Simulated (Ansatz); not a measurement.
Planning a run of Ansatz 0.2.0 on ReS2 (P-1). The input:

```yaml
crystal:
  lattice:
    - [6.2989537799, -0.00646894, -0.0061714448]
    - [3.087508251, 5.6095758075, 0.0084334608]
    - [0.112720449, 3.3474939886, 12.0062539056]
  atoms:
    - { symbol: Re, position: [0.1875100997, 0.0651749851, 0.2459762644] }
    - { symbol: Re, position: [0.3124637612, 0.434739391, 0.2540115758] }
    - { symbol: Re, position: [0.761731171, 0.0364124181, 0.2487564653] }
    - { symbol: Re, position: [0.6875362388, 0.565260609, 0.7459884242] }
    - { symbol: Re, position: [0.8124899003, 0.9348250149, 0.7540237356] }
    - { symbol: Re, position: [0.2617566349, 0.5364951982, 0.7487693656] }
    - { symbol: Re, position: [0.7382433651, 0.4635048018, 0.2512306344] }
    - { symbol: Re, position: [0.238268829, 0.9635875819, 0.7512435347] }
    - { symbol: S, position: [0.9062849715, 0.7128833878, 0.1521538372] }
    - { symbol: S, position: [0.6014588571, 0.7791565756, 0.8796751717] }
    - { symbol: S, position: [0.3640402707, 0.7527491867, 0.1385837188] }
    - { symbol: S, position: [0.1446811686, 0.7217048739, 0.8943923913] }
    - { symbol: S, position: [0.3553470861, 0.7783724024, 0.6056207948] }
    - { symbol: S, position: [0.135933882, 0.7471647778, 0.3614074152] }
    - { symbol: S, position: [0.6359597293, 0.2472508133, 0.8614162812] }
    - { symbol: S, position: [0.864066118, 0.2528352222, 0.6385925848] }
    - { symbol: S, position: [0.101423838, 0.2790806017, 0.3796591661] }
    - { symbol: S, position: [0.5936918728, 0.787028944, 0.3478334048] }
    - { symbol: S, position: [0.0937150285, 0.2871166122, 0.8478461628] }
    - { symbol: S, position: [0.4063081272, 0.212971056, 0.6521665952] }
    - { symbol: S, position: [0.8553188314, 0.2782951261, 0.1056076087] }
    - { symbol: S, position: [0.6446529139, 0.2216275976, 0.3943792052] }
    - { symbol: S, position: [0.3985411429, 0.2208434244, 0.1203248283] }
    - { symbol: S, position: [0.898576162, 0.7209193983, 0.6203408339] }
kpoints:
  mp_grid: { grid: [2, 2, 2] }
  band_path:
    path:
      - [0.0, 0.0, 0.0]
      - [0.5, 0.0, 0.0]
      - [0.0, 0.0, -0.5]
      - [0.0, 0.5, 0.5]
      - [0.5, 0.5, 0.0]
      - [0.0, 0.5, 0.0]
      - [0.5, 0.5, 0.5]
      - [0.5, 0.0, -0.5]
      - [0.0, 0.25, -0.5]
    npoints: 1
hamiltonian:
  xc: hse06
scf:
  occupations: { method: fixed }
  n_extra_bands: 12
output:
  eigenvalues: true
```

```sh
ansatz run input.yaml --threads 3 --pin off --max-ram 92160MiB --backend cuda --events-out ev --progress --plain --runs-dir out --devices 1 --max-vram 13GiB
```

Estimate wall time and host memory on 1 × NVIDIA H100 80GB HBM3 (shared by 6 runs) with 3 threads of AMD EPYC 7R13 (Zen 3), shared host.

It took 86 s; on shared hardware allow 43 s to 2.9 min. Peak host memory was 1.9 GiB. The sizes that set the cost: 8317 plane waves a state, 8 irreducible k points and 25 SCF cycles.

Exact exchange couples every pair of k points and filled bands, so it costs far more than a semilocal run.

[Paths, hosts, dates, memory and timing lines, banners, echoed tables and standing remarks are left out of the program output.]

[Logs are printed without paths, hosts, clocks, repeated set-up lines and the standing remarks that a program may print on its own settings, such as how far it seeks lower states.]

[Runs of the session that timed out or met a known fault of the program may be left out.]

[Cells called generated may have been cut or substituted from an entry of the Crystallography Open Database or the Materials Project.]

[Hosts, paths, dates, database ids (printed as entryN), source tags and the programs' standing remarks are cut or masked in the printed files.]
